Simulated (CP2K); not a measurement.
Consider 2-fluorocarbonylthiazole at its PBE geometry (Å).

```xyz
10

O     2.7104    0.2509   -1.2895
C     2.0905    0.2507   -0.2559
F     2.7119    0.4310    0.9573
C     0.6428    0.0727   -0.0934
N    -0.0095    0.0701    1.0532
C    -1.3420   -0.1148    0.8358
C    -1.7152   -0.2562   -0.4893
S    -0.3509   -0.1541   -1.5057
H    -2.0265   -0.1411    1.6811
H    -2.7115   -0.4093   -0.8937
```

Method: CP2K XAS_TDP, all-electron GAPW, PBEh(45%), aug-cc-pVDZ, TDA, GW2X-corrected core level, no relativity.

Q: Where do the C K-edge lines lie, and how strong are they?

Leading lines: C2 290.27 eV, C4 286.96 eV, C6 287.90 eV and C7 286.57 eV. The leading line of an atom is its first one with 35 % of the strongest within 2.5 eV of its lowest line over the strength cut. Core ionisation energies at this level: C4 293.78, C6 293.36, C2 297.99 and C7 293.11 eV.

The first six lines of each atom with a strength over 0.0015:

```csv
atom,energy (eV),states,"strength, one atom",above the computed threshold
"C2 (bonded to C, F and O)",290.27,1,0.0634,
,294.97,1,0.0168,
,295.21,1,0.0333,
,296.86,1,0.0100,
,296.88,1,0.0023,
,297.20,1,0.0033,
"C4 (bonded to C, N and S)",286.96,1,0.0357,
,290.08,1,0.0402,
,290.84,1,0.0184,
,291.70,1,0.0050,
,292.01,1,0.0028,
,292.64,1,0.0026,
"C6 (bonded to C, N and H)",287.90,1,0.0410,
,288.58,1,0.0161,
,291.10,1,0.0128,
,291.28,1,0.0070,
,292.15,1,0.0044,
,292.66,2,0.0057,
"C7 (bonded to C, S and H)",286.57,1,0.0471,
,289.76,1,0.0312,
,289.94,1,0.0054,
,290.66,1,0.0155,
,291.55,1,0.0048,
,291.89,1,0.0049,
```

Lines are vertical, at one geometry, with no vibrational structure. GW2X ionisation energies and lines can be off by 1 to 2 eV either way, and a good line position may hide errors that cancel. These values hold no scalar relativity, about 0.1 eV for C 1s. Rydberg lines, and the discretised continuum above threshold, depend on the basis and the box.

[Banner, clock and machine lines of the logs are left out without a mark of their own.]

[Logs are printed without paths, hosts, clocks, repeated set-up lines and the standing remarks that a program may print on its own settings, such as how far it seeks lower states.]

[Hosts, paths, dates, database ids (printed as entryN), source tags and the programs' standing remarks are cut or masked in the printed files.]
